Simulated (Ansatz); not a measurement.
## What NaSnF3 (model cell, started as cubic perovskite with Sn in the octahedra) distorts into

Which phase does NaSnF3 (model cell, started as cubic perovskite with Sn in the octahedra) fall into along its unstable mode, and how much energy does it gain?

Program: Ansatz 0.2.0. Level of theory: DFT LDA, scalar-relativistic, plane waves, PAW; PAW set soft_1. Results are calculated unless marked as measured.

Report form: the programs' logs are mostly left out.

The structure was built from a prototype and need not be the compound's stable phase.

## 1. Set-up

The structure is cubic, space group Pm-3m (No. 221). The conventional cell has a = 4.550 Å, b = 4.550 Å, c = 4.550 Å, α = 90.00°, β = 90.00°, γ = 90.00°. Nearest to Na lie 12 F at 3.22 Å. Nearest to Sn lie 6 F at 2.27 Å. F has 2 Sn at 2.27 Å nearest. Farther neighbours and most contacts between anions are not listed.

## 2. Phonons on a q mesh

The cell comes from relaxations at this level that are not shown. Stability and thermal properties need the whole zone. Linear response on a 2×2×2 q mesh gives force constants as far as a supercell of that size would, and the tensors from the zone-centre run are typed in so that the long-range dipole term is interpolated apart.

The input, input.yaml:

```yaml
crystal:
  lattice:
    - [4.549909941, 0.0, 0.0]
    - [0.0, 4.549909941, 0.0]
    - [0.0, 0.0, 4.549909941]
  atoms:
    - { symbol: Na, position: [0.0, 0.0, 0.0] }
    - { symbol: Sn, position: [0.5, 0.5, 0.5] }
    - { symbol: F, position: [0.5, 0.5, 0.0] }
    - { symbol: F, position: [0.5, 0.0, 0.5] }
    - { symbol: F, position: [0.0, 0.5, 0.5] }
kpoints:
  mp_grid: { grid: [12, 12, 12] }
hamiltonian:
  xc: lda
  pseudopotentials: { kind: paw, azcp: { folder: soft_1 }, xc_functional: pbe }
scf:
  occupations: { method: fixed }
output:
  eigenvalues: true
phonons:
  method: dfpt
  qmesh: [2, 2, 2]
  temperatures: { t_max: 1000, t_step: 50 }
  qpath:
    path:
      - [[0.0, 0.0, 0.0], [0.0, 0.5, 0.0], [0.5, 0.5, 0.0], [0.0, 0.0, 0.0], [0.5, 0.5, 0.5], [0.0, 0.5, 0.0]]
      - [[0.5, 0.5, 0.5], [0.5, 0.5, 0.0]]
    npoints: 10
  non_analytic_term:
    high_frequency_dielectric_tensor: [[4.0829, 0.0, 0.0], [0.0, 4.0829, 0.0], [0.0, 0.0, 4.0829]]
    born_effective_charges:
      - { species: Na, tensor: [[1.2732, 0.0, 0.0], [0.0, 1.2732, 0.0], [0.0, 0.0, 1.2732]] }
      - { species: Sn, tensor: [[3.4305, 0.0, 0.0], [0.0, 3.4305, 0.0], [0.0, 0.0, 3.4305]] }
      - { species: F, tensor: [[-0.2891, 0.0, 0.0], [0.0, -0.2891, 0.0], [0.0, 0.0, -4.1255]] }
      - { species: F, tensor: [[-0.2891, 0.0, 0.0], [0.0, -4.1255, 0.0], [0.0, 0.0, -0.2891]] }
      - { species: F, tensor: [[-4.1255, 0.0, 0.0], [0.0, -0.2891, 0.0], [0.0, 0.0, -0.2891]] }
    source: "zone-centre run at this cell"
```

On the command line:

```bash
ansatz run input.yaml --threads 4 --pin off --max-ram 16384MiB --backend cpu --events-out ev --progress --plain --runs-dir out
```

Elapsed: 6.3 min, on 4 threads of Arm Neoverse V2, shared host; peak memory 2.1 GiB; 25 min of CPU time.

This step gave:

```yaml
gap_on_the_k_mesh: 0.4327 eV
volume_per_atom: 18.84 Å³
sum_rule_residual_before_enforcement: 4.54e-5 eV/Å²
lowest_frequency_on_the_path: -192.9 cm⁻¹
point_group: m-3m
highest_frequency_on_the_path_or_at_a_solved_wavevector: 394.6 cm⁻¹
highest_optical_mode_at_the_zone_centre_no_lo_to_term: 155.8 cm⁻¹
lowest_optical_zone_centre_mode: -192.8 cm⁻¹
lowest_mode_on_the_q_mesh_acoustic_modes_at_gamma_apart: -192.8 cm⁻¹
```

Frequencies (cm⁻¹) solved at each irreducible wavevector; negative means imaginary. Frequencies by wavevector, by row:

| q in reciprocal lattice units | star | mode 1 | mode 2 | mode 3 | mode 4 | mode 13 | mode 14 | mode 15 |
| --- | --- | --- | --- | --- | --- | --- | --- | --- |
| 0 0 0 | 1 | -192.8 | -192.8 | -192.8 | -99.8 | 155.8 | 155.8 | 155.8 |
| 0 0 -0.5 | 3 | -164.3 | -164.3 | -124.5 | -124.5 | 134.2 | 190.4 | 394.6 |
| 0 -0.5 -0.5 | 3 | -137.8 | -137.8 | -127.2 | -115.3 | 190.6 | 336.3 | 391.3 |
| -0.5 -0.5 -0.5 | 1 | -132.6 | -132.6 | -132.6 | -127.6 | 336.1 | 336.1 | 377.6 |

Interpolated from a 2×2×2 q mesh, with the LO-TO term (at Γ the limit along the path; where Γ stands inside the path, tables give the limit on arrival). Phonon branches along the path, in cm⁻¹:

```csv
point,branch 1,branch 2,branch 3,branch 4,branch 12,branch 13,branch 14,branch 15
Γ,-193,-193,-178,-100,80,156,156,375
halfway,-181,-181,-137,-109,136,148,148,385
X,-164,-164,-125,-125,134,134,190,395
halfway,-146,-135,-126,-114,143,190,250,387
M,-138,-138,-127,-115,191,191,336,391
halfway,-167,-149,-110,-110,140,148,222,366
Γ,-193,-193,-178,-100,80,156,156,375
halfway,-141,-141,-116,-106,144,226,226,350
R,-132,-132,-132,-128,167,336,336,378
halfway,-131,-127,-123,-121,186,230,260,378
X,-164,-164,-125,-125,134,134,190,395
jump to R,-132,-132,-132,-128,167,336,336,378
halfway,-134,-134,-127,-116,183,239,336,381
M,-138,-138,-127,-115,191,191,336,391
```

Symmetry leaves 4 wavevectors to solve. The lowest mode among them, the acoustic zeros apart, lies at Γ and is imaginary, 192.8i cm⁻¹, so the energy falls along it.

## 3. The mode frozen in, largest atomic shift 0 Å

The mode followed lies at q = (0, 0, -0.5) with frequency 164.3i cm⁻¹ and is 2-fold degenerate, one of the unstable modes though not the softest. At small amplitude the distorted cell has space group no. 11 by a symmetry search on the positions. The undistorted cell that holds it gives the zero of energy on the same k mesh.

System of this step: NaSnF3 (model cell, started as cubic perovskite with Sn in the octahedra). The structure is cubic, space group Pm-3m (No. 221). Conventional cell: a = 4.550 Å, b = 4.550 Å, c = 4.550 Å, α = 90.00°, β = 90.00°, γ = 90.00°. Nearest to Na lie 12 F at 3.22 Å. Sn has 6 F at 2.27 Å nearest. Nearest to F lie 2 Sn at 2.27 Å. Nearest to F lie 2 Sn at 2.27 Å. Farther neighbours and most contacts between anions are not listed.

The input, input.yaml:

```yaml
crystal:
  lattice:
    - [4.549909941, 0.0, 0.0]
    - [0.0, 4.549909941, 0.0]
    - [0.0, 0.0, 9.099819882]
  atoms:
    - { symbol: Na, position: [0.0, 0.0, 0.0] }
    - { symbol: Na, position: [0.0, 0.0, 0.5] }
    - { symbol: Sn, position: [0.5, 0.5, 0.25] }
    - { symbol: Sn, position: [0.5, 0.5, 0.75] }
    - { symbol: F, position: [0.5, 0.5, 0.0] }
    - { symbol: F, position: [0.5, 0.5, 0.5] }
    - { symbol: F, position: [0.5, 0.0, 0.25] }
    - { symbol: F, position: [0.5, 0.0, 0.75] }
    - { symbol: F, position: [0.0, 0.5, 0.25] }
    - { symbol: F, position: [0.0, 0.5, 0.75] }
kpoints:
  mp_grid: { grid: [8, 8, 4] }
hamiltonian:
  xc: lda
  pseudopotentials: { kind: paw, azcp: { folder: soft_1 }, xc_functional: pbe }
scf:
  occupations: { method: gaussian, width: 0.02 }
output:
  forces: true
  stress: true
  eigenvalues: true
```

Wall time 6.5 s (4 threads); peak memory 0.68 GiB; 25 s of CPU time.

Numbers from this step:

- pressure: -0.003114 GPa
- gap on the k-mesh: 0.4323 eV
- energy from the undistorted cell: 0 meV/atom

At this level the gap is 0.43 eV on the k-mesh of the self-consistent run, which can miss the band edges.

## 4. The mode frozen in, largest atomic shift 0.32 Å

The atoms are moved along the unstable eigenvector, the largest shift by 0.32 Å, with the cell fixed.

input.yaml, the sections that differ from step 3:

```yaml
crystal:
  lattice:
    - [4.549909941, 0.0, 0.0]
    - [0.0, 4.549909941, 0.0]
    - [0.0, 0.0, 9.099819882]
  atoms:
    - { symbol: Na, position: [0.0, 0.0, 0.0] }
    - { symbol: Na, position: [0.0, 0.0, 0.5] }
    - { symbol: Sn, position: [0.4989181632, 0.5040203275, 0.25] }
    - { symbol: Sn, position: [0.5010818368, 0.4959796725, 0.75] }
    - { symbol: F, position: [0.5, 0.5, 0.0] }
    - { symbol: F, position: [0.5, 0.5, 0.5] }
    - { symbol: F, position: [0.5183091385, 0.0661595914, 0.25] }
    - { symbol: F, position: [0.4816908615, -0.0661595914, 0.75] }
    - { symbol: F, position: [-0.0178029977, 0.4319594855, 0.25] }
    - { symbol: F, position: [0.0178029977, 0.5680405145, 0.75] }
# kpoints, hamiltonian, scf, output: as in step 3
```

It took 16 s on 4 threads; peak memory 0.96 GiB; 64 s of CPU time.

Numbers from this step:

| Item | Value |
| --- | --- |
| pressure | 0.5184 GPa |
| gap on the k-mesh | 1.163 eV |
| energy from the undistorted cell | -12.20 meV/atom |

The energy, extrapolated to zero smearing, is -12.20 meV/atom against the undistorted cell.

The run ends at a pressure of 0.52 GPa, with forces up to 1.0 eV/Å.

## 5. Energy along the mode, all amplitudes (two of the runs are shown above)

An imaginary frequency means negative curvature, so the energy should fall and then rise again as anharmonic terms take over.

This step gave:

| Quantity | Value |
| --- | --- |
| depth at the lowest point sampled | 12.20 meV/atom |
| largest atomic shift at that point | 0.32 Å |

Table of energy from the parent by largest atomic shift:

```csv
largest atomic shift (Å),energy from the parent (meV/atom)
0.000,0
0.040,-0.591
0.080,-2.27
0.140,-6.24
0.220,-11.8
0.320,-12.2
0.450,18.6
```

Displacement at unit largest shift by atom:

```csv
atom,x (Å),y (Å),z (Å),size
Na1,0.000,0.000,0.000,0.000
Na2,0.000,0.000,0.000,0.000
Sn3,-0.015,0.057,0.000,0.059
Sn4,0.015,-0.057,0.000,0.059
F5,0.000,0.000,0.000,0.000
F6,0.000,0.000,0.000,0.000
F7,0.260,0.941,0.000,0.976
F8,-0.260,-0.941,0.000,0.976
F9,-0.253,-0.967,0.000,1.000
F10,0.253,0.967,0.000,1.000
```

The lowest of the steps tried is at 0.32 Å, 12.2 meV/atom below the parent; the bottom of the well need not coincide with a step.

## 6. Relaxation from the frozen mode

Starting from the lowest point found, all atoms and the cell are let go, so that strain and other modes of the same symmetry can join in.

input.yaml, as its differences from that of step 4:

```diff
@@ -22,3 +22,3 @@
 scf:
-  occupations: { method: gaussian, width: 0.02 }
+  occupations: { method: fixed }
 output:
@@ -27 +27,6 @@
   eigenvalues: true
+relax:
+  adjacent_minimum: "off"
+  f_tol: 0.002
+  max_steps: 120
+  cell: { stress_tol: 0.03 }
```

Elapsed: 10 min, on 4 threads; peak memory 1 GiB.

The steps of the relaxation (22 of 43):

| step | energy less that of the first step (eV) | largest force component (eV/Å) | pressure (GPa) | volume (Å³) |
| --- | --- | --- | --- | --- |
| 1 | 0.0000 | 1.0264 | 0.52 | 188.38 |
| 3 | -0.4456 | 0.2037 | -0.64 | 179.96 |
| 5 | -0.9479 | 0.1746 | 0.05 | 167.39 |
| 7 | -1.2924 | 0.1149 | 0.25 | 158.76 |
| 9 | -1.3159 | 0.0844 | 0.02 | 157.53 |
| 11 | -1.3235 | 0.0075 | -0.02 | 157.77 |
| 13 | -1.3243 | 0.0145 | 0.01 | 157.62 |
| 15 | -1.3307 | 0.2416 | -0.05 | 156.34 |
| 17 | -1.3480 | 0.1585 | 0.10 | 156.33 |
| 19 | -1.3955 | 0.1225 | 0.21 | 156.00 |
| 21 | -1.4095 | 0.0671 | 0.14 | 157.49 |
| 23 | -1.4147 | 0.0161 | -0.10 | 157.24 |
| 25 | -1.4152 | 0.0012 | 0.00 | 157.17 |
| 27 | -1.5413 | 0.0703 | -0.18 | 160.73 |
| 29 | -1.5489 | 0.0409 | -0.08 | 160.87 |
| 31 | -1.5491 | 0.0011 | -0.01 | 160.89 |
| 33* | -1.5670 | 0.0015 | 0.18 | 160.87 |
| 35 | -1.5653 | 0.0149 | 0.03 | 162.52 |
| 37 | -1.5659 | 0.0056 | 0.01 | 162.36 |
| 39* | -1.5704 | 0.0012 | 0.01 | 162.49 |
| 41 | -1.5698 | 0.0029 | -0.01 | 162.77 |
| 43* | -1.5705 | 0.0002 | 0.00 | 162.76 |

Relaxation steps marked * repeat the geometry before them on a plane-wave basis chosen anew for their cell, so energy and pressure can jump there. Other such steps can lie between the rows shown. Relaxation steps 8, 15, 20 were tried and not accepted.

Forces are held to the 4 operations that the run works with; a distortion that breaks them can't arise in this run.

```
     cell as run  before  after   change
           a (Å)   4.550  4.715   +3.6 %
           b (Å)   4.550  4.363   -4.1 %
           c (Å)   9.100  8.812   -3.2 %
           γ (°)   90.00  63.89  -29.0 %
volume (Å³/atom)   18.84  16.28  -13.6 %
```

The atoms that moved most (Å, as changes of fractional coordinates times the final cell):

```csv
atom,dx,dy,dz,length
F10,0.639,1.169,0.000,1.332
F9,-0.639,-1.169,0.000,1.332
F8,0.073,0.814,0.000,0.818
F7,-0.073,-0.814,0.000,0.818
Sn3,-0.436,-0.304,0.000,0.532
Sn4,0.436,0.304,0.000,0.532
```

This step gave:

* pressure: 0.001432 GPa
* gap on the k-mesh: 2.600 eV
* volume per atom: 16.28 Å³

The distorted start has space group P2_1/m; the relaxation ends in P2_1/m.

## 7. The new phase in its own primitive cell

The relaxed structure is symmetrised, reduced to its primitive cell and relaxed tightly, as its phonons need.

The input, input.yaml:

```yaml
crystal:
  lattice:
    - [4.3627062429, 0.0, 0.0]
    - [0.0, 8.8121114567, 0.0]
    - [-2.0750574866, 0.0, 4.2337441173]
  atoms:
    - { symbol: Na, position: [0.0, 0.0, 0.0] }
    - { symbol: Na, position: [0.0, 0.5, 0.0] }
    - { symbol: Sn, position: [0.4524368047, 0.75, 0.5843573668] }
    - { symbol: Sn, position: [0.5475631953, 0.25, 0.4156426332] }
    - { symbol: F, position: [0.5, 0.0, 0.5] }
    - { symbol: F, position: [0.5, 0.5, 0.5] }
    - { symbol: F, position: [0.8673323179, 0.75, 0.4533869658] }
    - { symbol: F, position: [0.1326676821, 0.25, 0.5466130342] }
    - { symbol: F, position: [0.1760524879, 0.75, 0.0996531642] }
    - { symbol: F, position: [0.8239475121, 0.25, 0.9003468358] }
kpoints:
  mp_grid: { grid: [6, 4, 6] }
hamiltonian:
  xc: lda
  pseudopotentials: { kind: paw, azcp: { folder: soft_1 }, xc_functional: pbe }
scf:
  occupations: { method: fixed }
output:
  forces: true
  stress: true
  eigenvalues: true
relax:
  adjacent_minimum: "off"
  f_tol: 0.001
  max_steps: 60
  cell: { stress_tol: 0.01 }
```

Run time: 28 s. Hardware: 4 threads; peak memory 0.71 GiB; 1.8 min of CPU time.

Little changed from the start: no atom moved by 0.005 Å and no cell edge by 0.1 %.

This step gave:

| Property | Result |
| --- | --- |
| pressure | -0.001601 GPa |
| direct gap on mesh | 3.033 eV |

The largest force component left is 0.63 meV/Å and the pressure is -0.002 GPa, within the tolerances set. The cell now holds 16.28 Å³/atom.

## 8. The phases reached

The phases reached along the modes that were followed are set side by side.

Energies are those of the first relaxation, on the mesh of the frozen mode; space group, volume and gap are those of the last relaxation. Phases, by row:

```
             mode frozen in  space group  energy from parent (meV/atom)  volume (Å³/atom)  gap on mesh (eV)  lowest zone-centre optical mode (cm⁻¹)  largest shift (Å)
                     parent        Pm-3m                              0             18.84             0.433                                       –                  –
   q = (0, 0, 0), 193i cm⁻¹         P4mm                         -173.8             19.58              3.23                                   -62.6              0.939
   q = (0, 0, 0), 193i cm⁻¹          R3m                         -184.7             16.56             3.632                                    78.5              0.479
   q = (0, 0, 0), 193i cm⁻¹         Amm2                           -166             16.39             3.048                                   -93.1              0.628
q = (0, 0, -0.5), 164i cm⁻¹         Cmcm                         -155.3             16.08             2.697                                       –              0.725
q = (0, 0, -0.5), 164i cm⁻¹         Pmma                         -46.65             18.11             1.625                                       –              0.797
q = (0, 0, -0.5), 164i cm⁻¹       P2_1/m                         -169.2             16.28               2.6                                       –              1.674
```

## 9. Summary of results

```json
{"unstable mode of the parent": "q = (0, 0, -0.5), 164i cm⁻¹", "depth at the lowest point sampled": "12.2 meV/atom", "largest atomic shift at that point": "0.32 Å", "space group reached (within 0.01 Å)": "P2_1/m", "energy gained over the parent (first relaxation, on the mesh of the frozen mode)": "169 meV/atom", "volume per atom, phase reached": "16.3 Å³", "gap on the k-mesh, phase reached": "2.60 eV"}
```

From this start the structure relaxes into P2_1/m, 169 meV/atom below the parent. At the parent's cell the well is 12.20 meV/atom deep on the steps tried, with its lowest point at a shift of 0.32 Å. Relaxing atoms and cell changes the gain by +157.05 meV/atom against the lowest step (energies at zero smearing). Most of the total comes from this relaxation. The frozen pattern makes up only 18 % of the final shifts of the atoms, so other modes or strain give most of the change. The modes of the phase reached were not computed on this path. Of the 6 patterns followed to their end from this parent, this one ends 15.5 meV/atom above the lowest, R3m. Each path keeps the symmetry of its pattern, so a lower phase may lie along a pattern not tried. Spin-orbit coupling is left out, which can matter for the heavy elements here. The PAW files were made for PBE and serve the other functionals too. The starting cell was built on a prototype and not taken from a measurement, so the phase need not exist.

[Logs are printed without paths, hosts, clocks, repeated set-up lines and the standing remarks that a program may print on its own settings, such as how far it seeks lower states.]

[Hosts, paths, dates, database ids (printed as entryN), source tags and the programs' standing remarks are cut or masked in the printed files.]
